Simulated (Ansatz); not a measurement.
# MgHF (built on the sites of a database entry of BaHI): following an unstable mode

Which phase does MgHF (built on the sites of a database entry of BaHI) fall into along its unstable mode, and how much energy does it gain?

Calculated with Ansatz 0.2.0; DFT PBEsol, scalar-relativistic, plane waves, PAW.

The structure was built from a prototype and need not be the compound's stable phase.

**1. Set-up**

Symmetry: P4/nmm, No. 129, tetragonal system. The conventional cell has a = 3.247 Å, b = 3.247 Å, c = 5.038 Å, α = 90.00°, β = 90.00°, γ = 90.00°. Nearest to Mg lie 5 F at 1.98 to 2.43 Å and 4 H at 1.98 Å. Nearest to H lie 4 Mg at 1.98 Å. Nearest to F lie 5 Mg at 1.98 to 2.43 Å. Farther neighbours and most contacts between anions are not listed.

**2. Response at finite wavevector**

The cell comes from relaxations at this level that are not shown. Stability and thermal properties need the whole zone. Linear response on a 4×4×2 q mesh gives force constants as far as a supercell of that size would, and the tensors from the zone-centre run are typed in so that the long-range dipole term is interpolated apart.

Input file input.yaml:

```yaml
crystal:
  lattice:
    - [3.2471482844, 0.0, 0.0]
    - [0.0, 3.2471482844, 0.0]
    - [0.0, 0.0, 5.0382183931]
  atoms:
    - { symbol: Mg, position: [0.0, 0.5, 0.2243332709] }
    - { symbol: Mg, position: [0.5, 0.0, 0.7756667291] }
    - { symbol: H, position: [0.0, 0.0, 0.0] }
    - { symbol: H, position: [0.5, 0.5, 0.0] }
    - { symbol: F, position: [0.0, 0.5, 0.6168861077] }
    - { symbol: F, position: [0.5, 0.0, 0.3831138923] }
kpoints:
  mp_grid: { grid: [8, 8, 6] }
hamiltonian:
  xc: pbesol
scf:
  occupations: { method: fixed }
output:
  eigenvalues: true
phonons:
  method: dfpt
  qmesh: [4, 4, 2]
  temperatures: { t_max: 1000, t_step: 50 }
  qpath:
    path:
      - [[0.0, 0.0, 0.0], [0.0, 0.5, 0.0], [0.5, 0.5, 0.0], [0.0, 0.0, 0.0], [0.0, 0.0, 0.5], [0.0, 0.5, 0.5], [0.5, 0.5, 0.5], [0.0, 0.0, 0.5]]
      - [[0.0, 0.5, 0.0], [0.0, 0.5, 0.5]]
      - [[0.5, 0.5, 0.0], [0.5, 0.5, 0.5]]
    npoints: 10
  non_analytic_term:
    high_frequency_dielectric_tensor: [[3.2524, 0.0, 0.0], [0.0, 3.2524, 0.0], [0.0, 0.0, 2.8698]]
    born_effective_charges:
      - { species: Mg, tensor: [[2.0826, 0.0, 0.0], [0.0, 2.0826, 0.0], [0.0, 0.0, 2.0599]] }
      - { species: Mg, tensor: [[2.0826, 0.0, 0.0], [0.0, 2.0826, 0.0], [0.0, 0.0, 2.0599]] }
      - { species: H, tensor: [[-0.8863, 0.0, 0.0], [0.0, -0.8863, 0.0], [0.0, 0.0, -0.6063]] }
      - { species: H, tensor: [[-0.8863, 0.0, 0.0], [0.0, -0.8863, 0.0], [0.0, 0.0, -0.6063]] }
      - { species: F, tensor: [[-1.1963, 0.0, 0.0], [0.0, -1.1963, 0.0], [0.0, 0.0, -1.4535]] }
      - { species: F, tensor: [[-1.1963, 0.0, 0.0], [0.0, -1.1963, 0.0], [0.0, 0.0, -1.4535]] }
    source: "zone-centre run at this cell"
```

Command:

```console
ansatz run input.yaml --threads 8 --pin off --max-ram 14336MiB --backend cpu --events-out ev --progress --plain --runs-dir out
```

Numbers of over 12 decimals in the logs are rounded to 6 here.

Log:

```text
Warning: phonons: the dynamical matrix that this run interpolates holds no multipole term above the dipole-dipole one, and a site of this crystal is no centre of inversion, so its interpolated transverse optical and acoustic branches and sound speeds can stay off near Gamma, and the density of states and the thermodynamics with them. What a run solves at a wave vector of phonons.qpoints, Gamma apart, where the deck admits one, is free of this, and under fd what a larger phonons.supercell samples
Engine: ansatz 0.2.0, x86_64-unknown-linux-gnu
Pseudopotentials: kind: paw
Pseudopotential: Mg, paw, valence charge 10, recommended cutoff 420 eV (normal), Mg.paw.azcp
Pseudopotential: H, paw, valence charge 1, recommended cutoff 420 eV (normal), H.paw.azcp
Pseudopotential: F, paw, valence charge 7, recommended cutoff 420 eV (normal), F.paw.azcp
Functional definition: PBEsol
  exchange = pbesol_x
  correlation = pbesol_c
Crystal: 6 atoms, lattice volume = 53.123 Å³
Basis set: ecut = 420 eV, 1057 PW (Γ), exchange–correlation on 48×48×72 points (8 copies of the dense FFT grid, shifted against one another)
Bands: 24, of which v1, the nominal top of the filled ones, is band 18 counted from 1 (17 counted from 0)
Symmetry: 16 space group operations
k-points: 60 of 384
Non-local potential: Mg, projectors of the file, l = 0: 3, l = 1: 2, l = 2: 1
Non-local potential: H, projectors of the file, l = 0: 2, l = 1: 1
Non-local potential: F, projectors of the file, l = 0: 2, l = 1: 2, l = 2: 1
PAW form: soft (Blöchl's): semilocal exchange-correlation on the pseudo side does not see the compensation charge
PAW frozen core: Mg, regenerated for the run's functional, and the local potential with it (the file was generated under x = pbe(κ = 0.804, μ = 0.219515), c = pbe(β = 0.066725))
PAW frozen core: F, regenerated for the run's functional, and the local potential with it (the file was generated under x = pbe(κ = 0.804, μ = 0.219515), c = pbe(β = 0.066725))
PAW one-centre angular grid: Mg, 110 points (default); XC on 64 Gauss nodes
PAW one-centre angular grid: H, 110 points (default); XC on 64 Gauss nodes
PAW one-centre angular grid: F, 110 points (default); XC on 64 Gauss nodes
Initial density: superposition of atomic densities (neutral atoms: chi_scale 0, normalization atom), corrected by the library's trained network
Initial wavefunctions: pseudopotential atomic-orbital guess
Functional: x = pbesol(κ = 0.804, μ = 0.123457), c = pbesol(β = 0.046)
SCF iter   1: F=—  HF=-5460.705080 eV  |F-HF|=—  |Δ(HF+E_count)|=         —  Δρ=1.26e-2  dr2=4.57e-2  ethr=1.77e-3  ⟨swp⟩=4.9  Hψ=5745  notcnv=0  defer=234
preconditioner: auto → none  [insulator: Δε(μ)=0.999 eV  Ē_g=12.724 eV  n_scr=16 (ndim 8)  ℏωp=20.4 eV  f_vac=0.000  ε∞_Penn≈3.6]
SCF iter   2: F=—  HF=-5460.693440 eV  |F-HF|=—  |Δ(HF+E_count)|=   1.16e-2  Δρ=5.25e-3  dr2=9.18e-3  ethr=1.27e-4  ⟨swp⟩=2.0  Hψ=2645  notcnv=0  defer=236
SCF iter   3: F=—  HF=-5460.690559 eV  |F-HF|=—  |Δ(HF+E_count)|=   2.88e-3  Δρ=1.30e-3  dr2=3.96e-4  ethr=2.55e-5  ⟨swp⟩=2.1  Hψ=2061  notcnv=0  defer=239
SCF iter   4: F=—  HF=-5460.690502 eV  |F-HF|=—  |Δ(HF+E_count)|=   5.66e-5  Δρ=2.29e-4  dr2=9.03e-6  ethr=1.10e-6  ⟨swp⟩=2.0  Hψ=2427  notcnv=0  defer=239
SCF iter   5: F=—  HF=-5460.690508 eV  |F-HF|=—  |Δ(HF+E_count)|=   6.07e-6  Δρ=3.29e-5  dr2=3.34e-7  ethr=2.51e-8  ⟨swp⟩=3.0  Hψ=2338  notcnv=0  defer=97
SCF iter   6: F=—  HF=-5460.690509 eV  |F-HF|=—  |Δ(HF+E_count)|=   9.18e-7  Δρ=6.71e-6  dr2=9.06e-9  ethr=9.28e-10  ⟨swp⟩=2.0  Hψ=2421  notcnv=0  defer=94
SCF iter   7: F=—  HF=-5460.690509 eV  |F-HF|=—  |Δ(HF+E_count)|=   6.07e-9  Δρ=1.18e-6  dr2=2.93e-10  ethr=2.52e-11  ⟨swp⟩=2.0  Hψ=2425  notcnv=0  defer=94
SCF iter   8: F=-5460.690509 eV  HF=-5460.690509 eV  |F-HF|=2.73e-12  |Δ(HF+E_count)|=  1.01e-10  Δρ=1.00e-7  dr2=2.49e-12  ethr=1.00e-12  ⟨swp⟩=9.3  Hψ=9127  notcnv=0
SCF 1 converged in 8 iterations: F = -5460.690509 eV  dr2 = 2.49e-12
  greatest PAW one-centre occupation: 1.000 electrons in one spin orbital (limit 2), on the Mg atom at site 1 (counted from 0), in its partial waves of l = 0
NSCF: frozen V_eff on 60 k-points
NSCF: frozen V_eff on 100 k-points
DFPT response loops at q = (0, 0, 0) (fractional): preconditioner auto → Resta (q_TF=auto, 2.557 Å⁻¹)  ε∞=7.7 (no band partly filled); β = 1.00, the filter's whole step (`scf.mixing.beta` (0.50) is not read by the response loops at its default; to damp them type it under 1.00, their step now; it binds the ground state too); Broyden in place of MSR1
NSCF: frozen V_eff on 200 k-points
DFPT response loops at q = (0, 0, -0.5) (fractional): mixed as the last ones told, above
NSCF: frozen V_eff on 320 k-points
DFPT response loops at q = (0, 0.25, 0) (fractional): mixed as the last ones told, above
NSCF: frozen V_eff on 320 k-points
DFPT response loops at q = (0, 0.25, -0.5) (fractional): mixed as the last ones told, above
NSCF: frozen V_eff on 200 k-points
DFPT response loops at q = (0, -0.5, 0) (fractional): mixed as the last ones told, above
NSCF: frozen V_eff on 200 k-points
DFPT response loops at q = (0, -0.5, -0.5) (fractional): mixed as the last ones told, above
NSCF: frozen V_eff on 512 k-points
DFPT response loops at q = (0.25, 0.25, 0) (fractional): mixed as the last ones told, above
NSCF: frozen V_eff on 512 k-points
DFPT response loops at q = (0.25, 0.25, -0.5) (fractional): mixed as the last ones told, above
NSCF: frozen V_eff on 320 k-points
DFPT response loops at q = (0.25, -0.5, 0) (fractional): mixed as the last ones told, above
NSCF: frozen V_eff on 320 k-points
DFPT response loops at q = (0.25, -0.5, -0.5) (fractional): mixed as the last ones told, above
NSCF: frozen V_eff on 200 k-points
DFPT response loops at q = (-0.5, -0.5, 0) (fractional): mixed as the last ones told, above
NSCF: frozen V_eff on 200 k-points
DFPT response loops at q = (-0.5, -0.5, -0.5) (fractional): mixed as the last ones told, above
SCF converged after 8 iterations
Free energy (F): -5460.690509 eV
Harris-Foulkes:  -5460.690509 eV  (|F-HF|=2.73e-12)
Internal energy: -5460.690509 eV  (E = F + TS)
E sigma→0 (E₀):  -5460.690509 eV
Fermi energy:    7.287067 eV
--- Per-component energies (eV) ---
  E_band       = -733.399301
  E_kinetic    = 597.140710
  E_local      = -4052.029113  (includes V_loc(G=0)·N_el)
  E_nonlocal   = 341.663599
  E_hartree    = 1435.657563
  E_xc         = -235.256331
  E_vxc        = -304.231183  (∫ρ·V_xc dr)
  E_paw        = -951.139708  (= ΣΔE_a)
  E_vpaw       = -187.259966  (= ΣTr[D̂ρ^β])
  E_aug_tail   = 0.001572  (compensation charges beyond the density's cutoff)
  E_ewald      = -2596.931410
  E_core_change = 0.202610  (= ΣΔE_core)
  E_smearing   = -0.000000  (= −TS)
  E_closure    = 0.000000  (closes the sum)
  Σ components = -5460.690509   (vs F -5460.690509, Δ=0.00e0)
--- Band table (eV; the first three rows and the last of 60) ---
  k-point 0: bands = [... 14 lower, 1.8331, 2.5411, 2.5411, 7.1969, 11.0421, 11.6901, 15.0137, 15.0137, ... 2 higher]
  k-point 1: bands = [... 14 lower, 2.0443, 2.5348, 2.5348, 7.2189, 9.8814, 12.9569, 14.9703, 14.9703, ... 2 higher]
  k-point 2: bands = [... 14 lower, 2.5201, 2.5219, 2.5219, 7.2640, 8.7603, 14.4323, 14.8880, 14.8880, ... 2 higher]
  k-point 59: bands = [... 14 lower, 1.6439, 1.6439, 4.5439, 4.5439, 10.6511, 10.6511, 14.7646, 14.7646, ... 2 higher]
--- Phonons (Γ-DFPT): 6 representative perturbations + reference (Σ response iterations 22) ---
  ASR residual: 2.139e-4 → 0.000e0 eV/Å²; symmetrization residual: 9.049e-7 eV/Å²
  ASR residual per site (eV/Å²): 5.25e-5 5.25e-5 1.63e-5 1.63e-5 2.14e-4 2.14e-4
  Γ frequencies (cm⁻¹): -136.22 -136.22 0.00 0.00 0.00 109.40 109.40 290.56 290.56 382.36 396.39 432.35 865.30 913.07 913.07 1225.16 1348.00 1348.00
--- Phonons (arbitrary-q DFPT): 12 irreducible q on the 4×4×2 mesh ---
  q = [0.0000, 0.0000, 0.0000] (star 1, of the zone-centre solve; hermiticity 1.56e-7, symmetrization 1.87e-13): -136.22 -136.22 -0.00 -0.00 0.00 109.40 109.40 290.56 290.56 382.36 396.39 432.35 865.30 913.07 913.07 1225.16 1348.00 1348.00
  q = [0.0000, 0.0000, -0.5000] (star 1, 6 solved perturbations in 480 linear systems a pass and spin channel, the states on 100 of 384 k-point pairs; hermiticity 4.64e-8, symmetrization 2.47e-13): -132.32 -132.32 -78.56 -78.56 147.99 147.99 215.01 283.01 283.01 351.25 396.07 573.63 872.34 913.08 913.08 1325.83 1347.90 1347.90
  q = [0.0000, 0.2500, 0.0000] (star 4, 9 solved perturbations on 160 of 384 k-point pairs; hermiticity 1.54e-7, symmetrization 3.12e-14): -67.18 36.77 80.80 81.09 101.46 210.65 258.52 265.19 298.29 372.00 387.70 417.00 963.38 1024.99 1191.78 1198.64 1312.38 1323.91
  q = [0.0000, 0.2500, -0.5000] (star 4, 9 solved perturbations on 160 of 384 k-point pairs; hermiticity 1.24e-7, symmetrization 4.84e-14): -115.93 -61.41 17.23 139.17 152.34 164.48 197.27 259.48 298.21 364.74 394.82 466.48 966.57 1024.88 1133.25 1246.34 1312.31 1323.26
  q = [0.0000, -0.5000, 0.0000] (star 2, 9 solved perturbations on 100 of 384 k-point pairs; hermiticity 1.46e-7, symmetrization 5.25e-14): 82.65 82.65 95.54 95.54 189.09 189.09 266.94 266.94 340.67 340.67 401.40 401.40 1099.27 1099.27 1201.05 1201.05 1264.14 1264.14
  q = [0.0000, -0.5000, -0.5000] (star 2, 9 solved perturbations on 100 of 384 k-point pairs; hermiticity 1.82e-7, symmetrization 9.56e-14): -55.11 -55.11 88.74 88.74 187.25 187.25 215.97 215.97 352.14 352.14 426.13 426.13 1111.76 1111.76 1200.97 1200.97 1256.83 1256.83
  q = [0.2500, 0.2500, 0.0000] (star 4, 6 solved perturbations in 1200 linear systems a pass and spin channel, the states on 256 of 384 k-point pairs; hermiticity 1.82e-7, symmetrization 6.51e-14): -189.28 84.59 129.20 134.85 181.31 187.89 206.41 305.01 334.03 374.85 390.19 415.19 805.74 1011.99 1166.20 1167.16 1310.42 1381.96
  q = [0.2500, 0.2500, -0.5000] (star 4, 6 solved perturbations in 1200 linear systems a pass and spin channel, the states on 256 of 384 k-point pairs; hermiticity 1.68e-7, symmetrization 2.03e-13): -147.41 76.88 98.01 99.59 164.19 223.07 238.80 265.81 286.83 346.79 400.29 461.32 805.55 1013.62 1167.31 1196.67 1291.16 1380.83
  q = [0.2500, -0.5000, 0.0000] (star 4, 9 solved perturbations on 160 of 384 k-point pairs; hermiticity 1.65e-7, symmetrization 3.82e-14): -144.77 -144.77 163.85 163.85 185.16 185.16 257.01 257.01 364.35 364.35 402.55 402.55 933.24 933.24 1098.28 1098.28 1375.15 1375.15
  q = [0.2500, -0.5000, -0.5000] (star 4, 9 solved perturbations on 160 of 384 k-point pairs; hermiticity 2.03e-7, symmetrization 5.06e-14): -127.51 -127.51 130.36 130.36 207.74 207.74 258.85 258.85 334.09 334.09 420.51 420.51 932.50 932.50 1104.02 1104.02 1371.43 1371.43
  q = [-0.5000, -0.5000, 0.0000] (star 1, 6 solved perturbations in 480 linear systems a pass and spin channel, the states on 100 of 384 k-point pairs; hermiticity 1.45e-7, symmetrization 1.43e-13): -220.78 -220.78 211.90 211.90 219.79 219.79 224.00 224.00 394.80 394.80 400.19 400.19 653.92 653.92 1096.42 1096.42 1414.77 1414.77
  q = [-0.5000, -0.5000, -0.5000] (star 1, 6 solved perturbations in 480 linear systems a pass and spin channel, the states on 100 of 384 k-point pairs; hermiticity 1.42e-7, symmetrization 7.86e-13): -157.52 -157.52 124.78 124.78 216.79 216.79 322.92 322.92 323.29 323.29 409.37 409.37 652.70 652.70 1096.24 1096.24 1412.05 1412.05
  sum rule: each row above includes the acoustic sum rule's correction from the zone centre's row sums; it moved no ω² by more than (2.10 cm⁻¹)²
  mesh force constants: q→R imaginary residual 2.38e-18; ASR residual 2.139e-4 → 0.000e0 eV/Å²; symmetrization residual 8.882e-16 eV/Å²
  interpolated dispersion: 94 rows × 18 modes
  density of states and harmonic sums: on the 20×20×12 q-mesh, interpolated from the force constants of a 4×4×2 supercell (with the dipole–dipole term of supplied tensors)
  largest difference from the sums on the solved wave vectors: F 1.40e-2 eV, S 2.09e-5 and C_V 6.52e-6 eV/K
  zero-point energy: 0.589522 eV/cell   skipped modes (ω ≤ 0): 765, of them read as no rigid motion or as one in doubt: 762 (1.578e0 modes/cell left out, lowest -220.78 cm⁻¹)   left out of the sums: 8.77e-2 of the cell's modes: C_V's classical limit lies that fraction below 3 k_B per atom; for a crystal, a wire or a layer, F and S can be off by more, and a phonons.interpolated_qmesh denser along its periods is the remedy for the sampling
```

Elapsed: 59 s, on 8 threads of AMD EPYC 9R45, shared host; peak memory 1.1 GiB.

This step gave:

| Item | Value |
| --- | --- |
| gap on the k-mesh | 1.013 eV |
| volume per atom | 8.854 Å³ |
| sum-rule residual before enforcement | 2.14e-4 eV/Å² |
| lowest frequency on the path | -220.8 cm⁻¹ |
| point group | 4/mmm |
| highest frequency on the path or at a solved wavevector | 1415 cm⁻¹ |
| highest optical mode at the zone centre (no LO-TO term) | 1348 cm⁻¹ |
| lowest optical zone-centre mode | -136.2 cm⁻¹ |
| lowest mode on the q mesh (acoustic modes at Γ apart) | -220.8 cm⁻¹ |

Frequencies (cm⁻¹) solved at each irreducible wavevector; negative means imaginary. Frequencies by wavevector, by row:

| q in reciprocal lattice units | star | mode 1 | mode 2 | mode 3 | mode 4 | mode 16 | mode 17 | mode 18 |
| --- | --- | --- | --- | --- | --- | --- | --- | --- |
| 0 0 0 | 1 | -136.2 | -136.2 | 0 | 0 | 1225 | 1348 | 1348 |
| 0 0 -0.5 | 1 | -132.3 | -132.3 | -78.6 | -78.6 | 1326 | 1348 | 1348 |
| 0 0.25 0 | 4 | -67.2 | 36.8 | 80.8 | 81.1 | 1199 | 1312 | 1324 |
| 0 0.25 -0.5 | 4 | -115.9 | -61.4 | 17.2 | 139.2 | 1246 | 1312 | 1323 |
| 0 -0.5 0 | 2 | 82.7 | 82.7 | 95.5 | 95.5 | 1201 | 1264 | 1264 |
| 0 -0.5 -0.5 | 2 | -55.1 | -55.1 | 88.7 | 88.7 | 1201 | 1257 | 1257 |
| 0.25 0.25 0 | 4 | -189.3 | 84.6 | 129.2 | 134.8 | 1167 | 1310 | 1382 |
| 0.25 0.25 -0.5 | 4 | -147.4 | 76.9 | 98 | 99.6 | 1197 | 1291 | 1381 |
| 0.25 -0.5 0 | 4 | -144.8 | -144.8 | 163.8 | 163.8 | 1098 | 1375 | 1375 |
| 0.25 -0.5 -0.5 | 4 | -127.5 | -127.5 | 130.4 | 130.4 | 1104 | 1371 | 1371 |
| -0.5 -0.5 0 | 1 | -220.8 | -220.8 | 211.9 | 211.9 | 1096 | 1415 | 1415 |
| -0.5 -0.5 -0.5 | 1 | -157.5 | -157.5 | 124.8 | 124.8 | 1096 | 1412 | 1412 |

Interpolated from a 4×4×2 q mesh, with the LO-TO term (at Γ the limit along the path; where Γ stands inside the path, tables give the limit on arrival). The phonon branches at the labelled points (cm⁻¹):

| point | branch 1 | branch 2 | branch 3 | branch 4 | branch 15 | branch 16 | branch 17 | branch 18 |
| --- | --- | --- | --- | --- | --- | --- | --- | --- |
| Γ | -136 | 0 | 0 | 0 | 1166 | 1225 | 1348 | 1348 |
| halfway | -67 | 37 | 81 | 81 | 1192 | 1199 | 1312 | 1324 |
| X | 83 | 83 | 96 | 96 | 1201 | 1201 | 1264 | 1264 |
| halfway | -145 | -145 | 164 | 164 | 1098 | 1098 | 1375 | 1375 |
| M | -221 | -221 | 212 | 212 | 1096 | 1096 | 1415 | 1415 |
| halfway | -189 | 85 | 129 | 135 | 1166 | 1167 | 1310 | 1382 |
| Γ | -136 | 0 | 0 | 0 | 1166 | 1225 | 1348 | 1348 |
| halfway | -134 | -134 | -61 | -61 | 913 | 1325 | 1348 | 1348 |
| Z | -132 | -132 | -79 | -79 | 913 | 1326 | 1348 | 1348 |
| halfway | -116 | -61 | 17 | 139 | 1133 | 1246 | 1312 | 1323 |
| R | -55 | -55 | 89 | 89 | 1201 | 1201 | 1257 | 1257 |
| halfway | -128 | -128 | 130 | 130 | 1104 | 1104 | 1371 | 1371 |
| A | -158 | -158 | 125 | 125 | 1096 | 1096 | 1412 | 1412 |
| halfway | -147 | 77 | 98 | 100 | 1167 | 1197 | 1291 | 1381 |
| Z | -132 | -132 | -79 | -79 | 913 | 1326 | 1348 | 1348 |
| jump to X | 83 | 83 | 96 | 96 | 1201 | 1201 | 1264 | 1264 |
| halfway | 44 | 44 | 86 | 86 | 1201 | 1201 | 1261 | 1261 |
| R | -55 | -55 | 89 | 89 | 1201 | 1201 | 1257 | 1257 |
| jump to M | -221 | -221 | 212 | 212 | 1096 | 1096 | 1415 | 1415 |
| halfway | -196 | -196 | 168 | 168 | 1096 | 1096 | 1413 | 1413 |
| A | -158 | -158 | 125 | 125 | 1096 | 1096 | 1412 | 1412 |

Symmetry leaves 12 wavevectors to solve. The lowest mode among them, the acoustic zeros apart, lies at q = (-0.5, -0.5, 0) and is imaginary, 220.8i cm⁻¹, so the energy falls along it.

**3. The mode frozen in, largest atomic shift 0 Å**

The mode followed lies at q = (-0.5, -0.5, 0) with frequency 220.8i cm⁻¹ and is 2-fold degenerate, the softest among the wavevectors solved. At small amplitude the distorted cell has space group no. 57 by a symmetry search on the positions. The undistorted cell that holds it gives the zero of energy on the same k mesh.

System of this step: MgHF (built on the sites of a database entry of BaHI). It takes space group P4/nmm (No. 129, tetragonal). The conventional cell has a = 3.247 Å, b = 3.247 Å, c = 5.038 Å, α = 90.00°, β = 90.00°, γ = 90.00°. Nearest to Mg lie 5 F at 1.98 to 2.43 Å and 4 H at 1.98 Å. Nearest to H lie 4 Mg at 1.98 Å. F has 5 Mg at 1.98 to 2.43 Å nearest. Farther neighbours and most contacts between anions are not listed.

Input file input.yaml:

```yaml
crystal:
  lattice:
    - [-3.2471482844, -3.2471482844, 0.0]
    - [-3.2471482844, 3.2471482844, 0.0]
    - [0.0, 0.0, -5.0382183931]
  atoms:
    - { symbol: Mg, position: [0.25, 0.75, 0.7756667291] }
    - { symbol: Mg, position: [0.75, 0.25, 0.7756667291] }
    - { symbol: Mg, position: [0.25, 0.25, 0.2243332709] }
    - { symbol: Mg, position: [0.75, 0.75, 0.2243332709] }
    - { symbol: H, position: [0.0, 0.0, 1.0] }
    - { symbol: H, position: [0.5, 0.5, 1.0] }
    - { symbol: H, position: [0.0, 0.5, 1.0] }
    - { symbol: H, position: [0.5, 0.0, 1.0] }
    - { symbol: F, position: [0.75, 0.25, 0.3831138923] }
    - { symbol: F, position: [0.25, 0.75, 0.3831138923] }
    - { symbol: F, position: [0.25, 0.25, 0.6168861077] }
    - { symbol: F, position: [0.75, 0.75, 0.6168861077] }
kpoints:
  mp_grid: { grid: [6, 6, 6] }
hamiltonian:
  xc: pbesol
scf:
  occupations: { method: gaussian, width: 0.02 }
output:
  forces: true
  stress: true
  eigenvalues: true
```

Log:

```text
[...]
Crystal: 12 atoms, lattice volume = 106.246 Å³
Basis set: ecut = 420 eV, 2105 PW (Γ), exchange–correlation on 64×64×72 points (8 copies of the dense FFT grid, shifted against one another)
Bands: 48, of which v1, the nominal top of the filled ones, is band 36 counted from 1 (35 counted from 0)
Symmetry: 32 space group operations
[...]
k-points: 40 of 216
[...]
k-point 0: bands = [... 32 lower, 2.5411, 4.1980, 4.1980, 7.1970, 9.9353, 9.9353, 11.0421, 11.6901, ... 5 higher]
  k-point 1: bands = [... 32 lower, 2.5347, 4.2993, 4.2993, 7.2190, 9.8814, 10.0946, 10.0946, 12.9569, ... 5 higher]
  k-point 2: bands = [... 32 lower, 2.5219, 4.4698, 4.4698, 7.2641, 8.7603, 10.4491, 10.4491, 14.4323, ... 5 higher]
  k-point 39: bands = [... 32 lower, 3.4868, 3.4868, 3.4868, 3.4868, 12.4204, 12.4204, 12.4204, 12.4204, ... 5 higher]
[key lines of the parts left out:]
SCF converged after 7 iterations
Free energy (F): -10921.380676 eV
Fermi energy:    7.793371 eV
P = ⅓ Tr σ = 0.0009 GPa (0.009 kbar)
```

Elapsed: 0.52 s, on 8 threads; peak memory 0.63 GiB.

Numbers from this step:

| Property | Result |
| --- | --- |
| pressure | 9.31e-4 GPa |
| gap on the k-mesh | 1.012 eV |
| energy from the undistorted cell | 0 meV/atom |

At this level the gap is 1.01 eV on the k-mesh of the self-consistent run, which can miss the band edges.

(Continued in part 2 of 2.)

[Logs are printed without paths, hosts, clocks, repeated set-up lines and the standing remarks that a program may print on its own settings, such as how far it seeks lower states.]

[Hosts, paths, dates, database ids (printed as entryN), source tags and the programs' standing remarks are cut or masked in the printed files.]
